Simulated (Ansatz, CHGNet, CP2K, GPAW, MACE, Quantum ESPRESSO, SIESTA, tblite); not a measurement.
# The unslipped end of a generalised stacking fault on (111) of Pb (72 atoms) in SIESTA

How do the settings of SIESTA change the result for the unslipped end of a generalised stacking fault on (111) of Pb (72 atoms)? A plane-wave run serves as the yardstick.

Calculated with SIESTA 5.4.2; the method is named at each step.

## Step 1: The structure

The cell holds 72 atoms: 72 Pb. Cell: a = 10.501 Å, b = 12.125 Å, c = 17.247 Å, α = 90.0°, β = 90.0°, γ = 90.0°. It derives from Pb (fcc). Fcc Pb (a = 4.95 Å), cell with z along [111], 3 x 2 x 2 periods; the third cell vector is tilted by 0.000 of 1/2[1-10] and lengthened by 0.1 Å, so the stacking has no slip; displaced by a Gaussian of 0.01 Å. Then every atom was moved at random, 0.05 Å r.m.s. a Cartesian component. The structure's axis is c.

The yardstick, on the same geometry:

| Quantity | Value |
| --- | --- |
| method | Kohn-Sham DFT, PBE, PAW, plane waves (Ansatz 0.2.0); cutoff 420 eV, Γ point, fermi-dirac smearing of 0.05 eV; PAW set soft_2 |
| r.m.s. force component | 0.1556 eV/Å |
| longest force | 0.475 eV/Å |
| pressure | 2.733 GPa |
| SCF cycles | 8 |
| time | 48 s on 4 threads of Arm Neoverse V2, shared host |
| CPU time | 3.1 min |

## Step 2: PBE, DZP, shift 0.01 Ry, mesh 300 Ry

Method: Kohn-Sham DFT, PBE, PseudoDojo 0.4.1 norm-conserving pseudopotentials (converted to PSML), numerical atomic orbitals (DZP), diagonalisation.

The .psml files are PseudoDojo norm-conserving potentials that we converted to this format, checked against plane waves on the same files for H, C, O, Si, Ge and Ca alone.

input.fdf

```
SystemLabel cell
NumberOfAtoms 72
NumberOfSpecies 1
%block ChemicalSpeciesLabel
  1 82 Pb
%endblock ChemicalSpeciesLabel
LatticeConstant 1.0 Ang
%block LatticeVectors
  10.50054 0.00000 0.00000
  0.00000 12.12497 0.00000
  0.00000 0.00000 17.24730
%endblock LatticeVectors
PAO.BasisSize DZP
PAO.EnergyShift 0.01 Ry
XC.Functional GGA
XC.Authors PBE
MeshCutoff 300 Ry
%block kgrid_Monkhorst_Pack
  1 0 0 0.0
  0 1 0 0.0
  0 0 1 0.0
%endblock kgrid_Monkhorst_Pack
SolutionMethod diagon
OccupationFunction FD
ElectronicTemperature 580 K
SCF.Mixer.Method Pulay
SCF.Mixer.Weight 0.05
SCF.Mixer.History 8
SCF.Mix Hamiltonian
MaxSCFIterations 300
SCF.DM.Tolerance 1e-04
SCF.H.Tolerance 1.0e-3 eV
WriteForces T
Write.HirshfeldPop T
Write.VoronoiPop T
Write.DM F
Write.H F
XML.Write F
AtomicCoordinatesFormat Fractional
%block AtomicCoordinatesAndAtomicSpecies
  0.83512 0.74612 0.99329 1
  0.83154 0.91141 0.16960 1
  0.49588 0.75123 0.99319 1
  0.50063 0.91837 0.16375 1
  0.66527 0.50183 0.99923 1
  0.67494 0.66764 0.17119 1
  0.66706 0.83938 0.32995 1
  0.82929 0.25290 0.99472 1
  0.83724 0.41846 0.16756 1
  0.83265 0.58094 0.33924 1
  0.83094 0.75091 0.50271 1
  0.83503 0.91450 0.66343 1
  0.16130 0.74419 0.98787 1
  0.17452 0.91017 0.16938 1
  0.33792 0.49921 0.99268 1
  0.32976 0.66847 0.16605 1
  0.33865 0.83256 0.32644 1
  0.49964 0.24978 0.99086 1
  0.49456 0.42152 0.16356 1
  0.50327 0.58158 0.32777 1
  0.49457 0.74590 0.49711 1
  0.49609 0.91717 0.66199 1
  0.66895 0.99733 0.99688 1
  0.65469 0.16549 0.16722 1
  0.66006 0.33516 0.32800 1
  0.66562 0.49620 0.50277 1
  0.66957 0.66091 0.65982 1
  0.66950 0.83078 0.82653 1
  0.83967 0.09077 0.32812 1
  0.82955 0.24402 0.49536 1
  0.83249 0.41037 0.66232 1
  0.83267 0.58406 0.82878 1
  0.00072 0.50420 0.99451 1
  0.00911 0.66179 0.16520 1
  0.00658 0.83121 0.33622 1
  0.16778 0.25748 0.99370 1
  0.17455 0.42440 0.17055 1
  0.16713 0.58512 0.33197 1
  0.16238 0.75044 0.49078 1
  0.17217 0.91824 0.66129 1
  0.33322 0.00833 0.99785 1
  0.33077 0.16091 0.16721 1
  0.33657 0.33931 0.32859 1
  0.33523 0.50886 0.49714 1
  0.33023 0.66942 0.66162 1
  0.34062 0.83281 0.82218 1
  0.49881 0.09104 0.32821 1
  0.50417 0.24849 0.50089 1
  0.49729 0.41647 0.65799 1
  0.49423 0.57728 0.82444 1
  0.66166 0.99647 0.49742 1
  0.65950 0.16918 0.66324 1
  0.66256 0.32858 0.82972 1
  0.83177 0.08445 0.82571 1
  0.00119 0.99788 0.99051 1
  0.99883 0.16468 0.16593 1
[... 12 atom lines left out ...]
  0.99689 0.99589 0.49602 1
  0.99062 0.16395 0.66120 1
  0.00333 0.32959 0.83098 1
  0.15310 0.09185 0.82843 1
%endblock AtomicCoordinatesAndAtomicSpecies
```

Started as:

```console
OMP_NUM_THREADS=1 mpirun -np 2 siesta < input.fdf > output.txt
```

The program printed:

```text
Version         : 5.4.2
reinit: System Name:
reinit: System Label: cell
initatom: Reading input for the pseudopotentials and atomic orbitals ----------
Species number:   1 Atomic number:   82 Label: Pb
Ground state valence configuration (from tables):   6s02  6p02  6d00  5f00
---- Processing specs for species: Pb
GGA--PBE XC_GGA_X_PBE--XC_GGA_C_PBE pb
Semicore shell(s) with 10 electrons included in the valence for Pb
Semicore shell(s): 5d
Fallback to non-perturbative polarization scheme for Pb
Please see the manual if this is not desired in principle
Pb pseudopotential only contains V_ls up to l=2 -- lmxkb reset.
Using PAO.SplitTailNorm
%block ChemicalSpeciesLabel
    1   82 Pb                      # Species index, atomic number, species label
%endblock ChemicalSpeciesLabel
%block PAO.Basis                 # Define Basis set
Pb                    4                    # Species label, number of l-shells
 n=6   0   2                         # n, l, Nzeta
   5.458      3.944
   1.000      1.000
 n=6   1   2                         # n, l, Nzeta
   7.641      5.652
   1.000      1.000
 n=5   2   1                         # n, l, Nzeta
   3.677
   1.000
 n=6   2   1                         # n, l, Nzeta
   7.641
   1.000
%endblock PAO.Basis
coor:   Atomic-coordinates input format  =     Fractional
siesta: System type = bulk
initatomlists: Number of atoms, orbitals, and projectors:     72  1296  1296
siesta: ******************** Simulation parameters ****************************
Total number of electrons:  1008.000000
Total ionic charge:  1008.000000
 Kpoints in:            1 . Kpoints trimmed:            1
siesta: k-grid: Number of k-points = 1
siesta: k-points from Monkhorst-Pack grid
siesta: k-cutoff (effective) =     5.250 Ang
siesta: k-point supercell and displacements
siesta: k-grid:     1     0     0      0.000
siesta: k-grid:     0     1     0      0.000
siesta: k-grid:     0     0     1      0.000
                     ====================================
                        Single-point calculation
                     ====================================
outcell: Unit cell vectors (Ang):
       10.500540    0.000000    0.000000
        0.000000   12.124970    0.000000
        0.000000    0.000000   17.247300
outcell: Cell vector modules (Ang)   :   10.500540   12.124970   17.247300
outcell: Cell angles (23,13,12) (deg):     90.0000     90.0000     90.0000
outcell: Cell volume (Ang**3)        :   2195.9044
Gamma-point calculation with multiply-connected orbital pairs
Gamma-point calculation with multiply-connected orbital pairs
Folding of H and S implicitly performed
Folding of H and S implicitly performed
new_DM -- step:     1
Initializing Density Matrix...
Attempting to read DM from file... Failed...
DM filled with atomic data:
InitMesh: MESH = 120 x 128 x 180 = 2764800
InitMesh: Mesh cutoff (required, used) =   300.000   301.027 Ry
stepf: Fermi-Dirac step function
        iscf     Eharris(eV)        E_KS(eV)     FreeEng(eV)     dDmax    Ef(eV) dHmax(eV)
   scf:    1  -137863.422409  -137822.993606  -137823.559004  0.570328 -2.941829  3.263968
   scf:    2  -137826.232764  -137824.659879  -137825.227839  0.017822 -2.959134  2.677624
   scf:    3  -137828.934609  -137826.820588  -137827.391411  0.022983 -2.985211  2.311120
   scf:    4  -137839.194707  -137833.866340  -137834.456122  0.126899 -3.155154  0.623220
   scf:    5  -137834.169604  -137834.047688  -137834.637182  0.017576 -3.179984  0.222701
   scf:    6  -137834.085258  -137834.071435  -137834.659242  0.003916 -3.177677  0.115538
   scf:    7  -137834.082017  -137834.077557  -137834.665516  0.003035 -3.182830  0.052382
   scf:    8  -137834.084236  -137834.081708  -137834.669558  0.001603 -3.184589  0.037684
   scf:    9  -137834.082902  -137834.082898  -137834.670489  0.002724 -3.181110  0.048952
   scf:   10  -137834.083862  -137834.083552  -137834.671484  0.001502 -3.184051  0.010273
   scf:   11  -137834.083514  -137834.083536  -137834.671539  0.000147 -3.184315  0.006502
   scf:   12  -137834.083375  -137834.083464  -137834.671595  0.000199 -3.184796  0.003279
   scf:   13  -137834.083380  -137834.083423  -137834.671619  0.000129 -3.185128  0.002388
   scf:   14  -137834.083348  -137834.083387  -137834.671626  0.000068 -3.185539  0.001732
   scf:   15  -137834.083402  -137834.083395  -137834.671631  0.000072 -3.185834  0.001296
   scf:   16  -137834.083445  -137834.083420  -137834.671634  0.000056 -3.186036  0.000799
SCF Convergence by DM+H criterion
max |DM_out - DM_in|         :     0.0000562702
max |H_out - H_in|      (eV) :     0.0007985191
SCF cycle converged after 16 iterations
Using DM_out to compute the final energy and forces
siesta: E_KS(eV) =          -137834.0834
siesta: E_KS - E_eggbox =   -137834.0834
siesta: Atomic forces (eV/Ang):
     1   -0.096582    0.033716    0.247956
     2    0.337628    0.123127   -0.326138
     3    0.071107    0.129090    0.120768
     4    0.027790   -0.018313   -0.151238
     5   -0.011910   -0.021662    0.026266
     6   -0.183611   -0.156096   -0.359128
     7    0.127386   -0.011931    0.153813
     8    0.140345   -0.160564    0.191860
     9    0.050173   -0.171670   -0.166325
    10   -0.079918    0.160808   -0.290829
    11   -0.039291   -0.100598   -0.300136
    12   -0.020033   -0.018310    0.023444
[...]
68   -0.272213    0.117951    0.147471
    69    0.125378    0.278485    0.040646
    70    0.300737    0.082020    0.027225
    71   -0.196709    0.203933   -0.194302
    72    0.444613   -0.223011   -0.065268
----------------------------------------
   Tot    0.004880   -0.005138    0.004816
----------------------------------------
   Max    0.480505
   Res    0.182336    sqrt( Sum f_i^2 / 3N )
----------------------------------------
   Max    0.480505    constrained
Stress tensor Voigt[x,y,z,yz,xz,xy] (kbar):      -85.10       26.30      -54.39       -7.30        0.01       -0.38
(Free)E + p*V (eV/cell)  -137782.9580
Target enthalpy (eV/cell)  -137834.6716
siesta: Program's energy decomposition (eV):
siesta: Ebs     =    -17065.812736
siesta: Eions   =    145416.214785
siesta: Ena     =      6631.282679
siesta: Ekin    =     67231.749979
siesta: Enl     =    -27911.111238
siesta: DEna    =       729.978608
siesta: DUscf   =        22.091032
siesta: Ex      =    -36614.585818
siesta: Ec      =     -2507.273877
siesta: Exc     =    -39121.859694
siesta: Eharris =   -137834.083445
siesta: Etot    =   -137834.083420
siesta: FreeEng =   -137834.671634
siesta: Final energy (eV):
siesta:  Band Struct. =  -17065.812736
siesta:       Kinetic =   67231.749979
siesta:       Hartree =   24800.376148
siesta:         Exch. =  -36614.585818
siesta:         Corr. =   -2507.273877
siesta:   Exch.-corr. =  -39121.859694
siesta:  Ion-electron = -111677.906606
siesta:       Ion-ion =  -79066.443247
siesta:         Total = -137834.083420
siesta:         Fermi =      -3.186036
siesta: Stress tensor (static) (eV/Ang**3):
siesta:    -0.053117   -0.000240    0.000009
siesta:    -0.000240    0.016417   -0.004559
siesta:     0.000009   -0.004559   -0.033951
siesta: Cell volume =       2195.904375 Ang**3
siesta: Pressure (static):
siesta:                Solid            Molecule  Units
siesta:           0.00025649          0.00015676  Ry/Bohr**3
siesta:           0.02355006          0.01439325  eV/Ang**3
siesta:          37.73135122         23.06052279  kBar
    Orbital volume contribution        =          75.115738 eV
    (Free)E + p_basis*V_orbitals       =     -137759.555896 eV
    (Free)Eharris+ p_basis*V_orbitals  =     -137759.555921 eV
Hirshfeld Atomic Populations:
Atom #   charge [q] valence [e]  Species
     1    -0.001282   14.001282  Pb
     2     0.010250   13.989750  Pb
     3     0.010695   13.989305  Pb
     4    -0.014824   14.014824  Pb
     5     0.000655   13.999345  Pb
     6     0.004911   13.995089  Pb
     7     0.004217   13.995783  Pb
     8     0.004031   13.995969  Pb
     9     0.004536   13.995464  Pb
    10     0.004865   13.995135  Pb
    11    -0.000234   14.000234  Pb
    12     0.008060   13.991940  Pb
[...]
--------------------
 Total    -0.000077
Voronoi Atomic Populations:
Atom #   charge [q] valence [e]  Species
[...]
68     0.006715   13.993285  Pb
    69     0.004671   13.995329  Pb
    70     0.005354   13.994646  Pb
    71    -0.006317   14.006317  Pb
    72     0.000541   13.999459  Pb
--------------------
 Total    -0.000077
```

Run time: 3.6 min. Hardware: 2 MPI ranks of Arm Neoverse V2, shared host; peak memory 2.1 GiB; 7.1 min of CPU time.

Banners, paths, timers and routine set-up lines are dropped from the logs unmarked, and long logs keep their key lines alone; longer cuts are marked.

Against the reference:

```
r.m.s. force component                  : 0.1823 eV/Å
r.m.s. difference of force components   : 29.61 meV/Å
longest difference of force vectors     : 100.5 meV/Å
force difference over r.m.s. force      : 19.03 %
slope of forces against the reference's : 1.168
correlation of force components         : 0.9971
pressure                                : 3.773 GPa
pressure difference                     : 1.04 GPa
```

Local excerpt of 13 atoms (numbers count through the whole input) about Pb33, picked at random; x, y, z are measured from there.

```csv
atom,x,y,z,distance (Å),bonds,Hirshfeld charge (e),Fx,Fy,Fz (eV/Å)
Pb33,0.00,0.00,0.00,0.00,12,0.00,-0.048,-0.061,0.199
Pb13,1.69,2.91,-0.11,3.37,12,0.00,0.137,0.248,0.480
Pb1,-1.74,2.93,-0.02,3.41,12,0.00,-0.097,0.034,0.248
Pb36,1.75,-2.99,-0.01,3.47,12,0.01,-0.159,-0.100,0.252
Pb32,-1.76,0.97,-2.86,3.50,12,0.01,-0.132,-0.115,-0.071
Pb64,1.77,0.99,-2.85,3.50,12,-0.01,-0.078,-0.047,-0.223
Pb34,0.09,1.91,2.94,3.51,12,0.00,-0.404,0.082,-0.092
Pb5,-3.52,-0.03,0.08,3.52,12,0.00,-0.012,-0.022,0.026
Pb71,0.03,-2.12,-2.82,3.53,12,0.00,-0.197,0.204,-0.194
Pb8,-1.80,-3.05,0.00,3.54,12,0.00,0.140,-0.161,0.192
Pb15,3.54,-0.06,-0.03,3.54,12,0.00,-0.022,0.052,0.259
Pb9,-1.72,-1.04,2.98,3.60,12,0.00,0.050,-0.172,-0.166
Pb37,1.83,-0.97,3.04,3.67,12,0.00,-0.266,-0.209,-0.434
```

Forces lie 19 % from the reference's, at 2.3 times its CPU time (on 2 against 4 cores).

## Step 3: PBE, SZP, shift 0.01 Ry, mesh 300 Ry

Method: Kohn-Sham DFT, PBE, PseudoDojo 0.4.1 norm-conserving pseudopotentials (converted to PSML), numerical atomic orbitals (SZP), diagonalisation.

Edit input.fdf of step 2 so:

```diff
@@ -12,3 +12,3 @@
 %endblock LatticeVectors
-PAO.BasisSize DZP
+PAO.BasisSize SZP
 PAO.EnergyShift 0.01 Ry
```

The program printed:

```text
Version         : 5.4.2
reinit: System Name:
reinit: System Label: cell
initatom: Reading input for the pseudopotentials and atomic orbitals ----------
Species number:   1 Atomic number:   82 Label: Pb
Ground state valence configuration (from tables):   6s02  6p02  6d00  5f00
---- Processing specs for species: Pb
GGA--PBE XC_GGA_X_PBE--XC_GGA_C_PBE pb
Semicore shell(s) with 10 electrons included in the valence for Pb
Semicore shell(s): 5d
Fallback to non-perturbative polarization scheme for Pb
Please see the manual if this is not desired in principle
Pb pseudopotential only contains V_ls up to l=2 -- lmxkb reset.
Using PAO.SplitTailNorm
%block ChemicalSpeciesLabel
    1   82 Pb                      # Species index, atomic number, species label
%endblock ChemicalSpeciesLabel
[... lines left out ...]
Total number of electrons:  1008.000000
[... lines left out ...]
stepf: Fermi-Dirac step function
        iscf     Eharris(eV)        E_KS(eV)     FreeEng(eV)     dDmax    Ef(eV) dHmax(eV)
[... lines left out ...]
SCF Convergence by DM+H criterion
[... lines left out ...]
SCF cycle converged after 16 iterations
[... lines left out ...]
   Max    0.585227
[... lines left out ...]
   Max    0.585227    constrained
Stress tensor Voigt[x,y,z,yz,xz,xy] (kbar):      -91.25       21.36      -59.52       -7.82        0.02       -0.40
[... lines left out ...]
siesta: Program's energy decomposition (eV):
siesta: Ebs     =    -17034.061055
siesta: Eions   =    145416.214785
siesta: Ena     =      6631.282679
siesta: Ekin    =     67291.695712
siesta: Enl     =    -27929.007848
siesta: DEna    =       707.590588
siesta: DUscf   =        21.281982
siesta: Ex      =    -36625.739434
siesta: Ec      =     -2508.516261
siesta: Exc     =    -39134.255695
siesta: Eharris =   -137827.627406
siesta: Etot    =   -137827.627367
siesta: FreeEng =   -137828.216402
siesta: Final energy (eV):
siesta:  Band Struct. =  -17034.061055
siesta:       Kinetic =   67291.695712
siesta:       Hartree =   24824.353403
siesta:         Exch. =  -36625.739434
siesta:         Corr. =   -2508.516261
siesta:   Exch.-corr. =  -39134.255695
siesta:  Ion-electron = -111742.977541
siesta:       Ion-ion =  -79066.443247
siesta:         Total = -137827.627367
siesta:         Fermi =      -3.183676
siesta: Stress tensor (static) (eV/Ang**3):
siesta:    -0.056954   -0.000250    0.000012
siesta:    -0.000250    0.013331   -0.004883
siesta:     0.000012   -0.004883   -0.037149
siesta: Cell volume =       2195.904375 Ang**3
siesta: Pressure (static):
siesta:                Solid            Molecule  Units
siesta:           0.00029324          0.00017658  Ry/Bohr**3
siesta:           0.02692413          0.01621289  eV/Ang**3
siesta:          43.13721901         25.97591321  kBar
    Orbital volume contribution        =          61.617696 eV
    (Free)E + p_basis*V_orbitals       =     -137766.598706 eV
    (Free)Eharris+ p_basis*V_orbitals  =     -137766.598744 eV
Hirshfeld Atomic Populations:
Atom #   charge [q] valence [e]  Species
     1    -0.001213   14.001213  Pb
     2     0.009931   13.990069  Pb
     3     0.010308   13.989692  Pb
[...]
--------------------
 Total    -0.000070
Voronoi Atomic Populations:
Atom #   charge [q] valence [e]  Species
[...]
71    -0.006120   14.006120  Pb
    72     0.000369   13.999631  Pb
--------------------
 Total    -0.000070
```

Elapsed: 2.8 min, on 2 MPI ranks; peak memory 1.9 GiB.

Numbers from this run, and their distance from the reference:

| Quantity | Value |
| --- | --- |
| r.m.s. force component | 0.2242 eV/Å |
| r.m.s. difference of force components | 73.27 meV/Å |
| longest difference of force vectors | 248.1 meV/Å |
| force difference over r.m.s. force | 47.08 % |
| slope of forces against the reference's | 1.427 |
| correlation of force components | 0.9904 |
| pressure | 4.314 GPa |
| pressure difference | 1.581 GPa |

This is a coarse setting, run to see what it loses.

Against the first run (19 %), the force difference from the reference is 47 %, at 0.79 times the CPU time, with 1008 basis functions against 1296: the smaller basis costs accuracy.

(Part 1 of 2 ends here.)

[Also dropped from logs without a mark: logging warnings of Python, and SIESTA's first energy breakdown and zero terms.]

[Logs are printed without paths, hosts, clocks, repeated set-up lines and the standing remarks that a program may print on its own settings, such as how far it seeks lower states.]

[Hosts, paths, dates, database ids (printed as entryN), source tags and the programs' standing remarks are cut or masked in the printed files.]
